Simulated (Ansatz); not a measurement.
The compound is K2VCl6 (started from the K2PtCl6 type) (Fm-3m).

The structure was built from a prototype and need not be the compound's stable phase.

The structure is cubic, space group Fm-3m (No. 225). Conventional cell: a = 9.306 Å, b = 9.306 Å, c = 9.306 Å, α = 90.00°, β = 90.00°, γ = 90.00°. K has 12 Cl at 3.29 Å nearest. Nearest to V lie 6 Cl at 2.27 Å. Nearest to Cl lie 1 V at 2.27 Å and 4 K at 3.29 Å. Farther neighbours and most contacts between anions are not listed.

```
K V Cl
1.0
     4.65284    0.00000    4.65284
     4.65284    4.65284    0.00000
     0.00000    4.65284    4.65284
K V Cl
2 1 6
Direct
  0.25000 0.25000 0.25000
  0.75000 0.75000 0.75000
  0.00000 0.00000 0.00000
  0.24390 0.24390 0.75610
  0.75610 0.75610 0.24390
  0.24390 0.75610 0.24390
  0.75610 0.24390 0.75610
  0.75610 0.24390 0.24390
  0.24390 0.75610 0.75610
```

The structure was relaxed with LDA. The structure type comes from a generator and need not be one that this composition takes. The structure was generated from a model, not taken from a measurement. The runs that relaxed it are not among those shown. The program's search for lower electronic states was switched off, so nothing shows that the state found is the lowest. PAW set soft_2, made with PBE.

A constrained-RPA run (Ansatz 0.2.0; non-magnetic LDA; V d + anion p, bands v19 to c4, 2×2×2 mesh, medium accuracy) builds 23 functions on bands 8.7 eV wide, with 37.0 electrons in the window. The bare on-site interaction is 19.0 eV and the bare J 0.65 eV.

What U and J survive the screening?

On the V d shell, U = 9.11 eV (48 % of the bare value), U′ = 8.01 eV, J = 0.54 eV.

The parent state is non-magnetic and the interaction static (zero frequency); U depends on the window and the orbitals, so it belongs to this model alone. A window that holds the anion p bands defines a model with explicit ligands; its U belongs to that model and is not the U of DFT+U. Coarse meshes can leave U off its limit, most where the target bands are metallic.

[Paths, hosts, dates, memory and timing lines, banners, echoed tables and standing remarks are left out of the program output.]

[Logs are printed without paths, hosts, clocks, repeated set-up lines and the standing remarks that a program may print on its own settings, such as how far it seeks lower states.]

[Runs of the session that timed out or met a known fault of the program may be left out.]

[Hosts, paths, dates, database ids (printed as entryN), source tags and the programs' standing remarks are cut or masked in the printed files.]
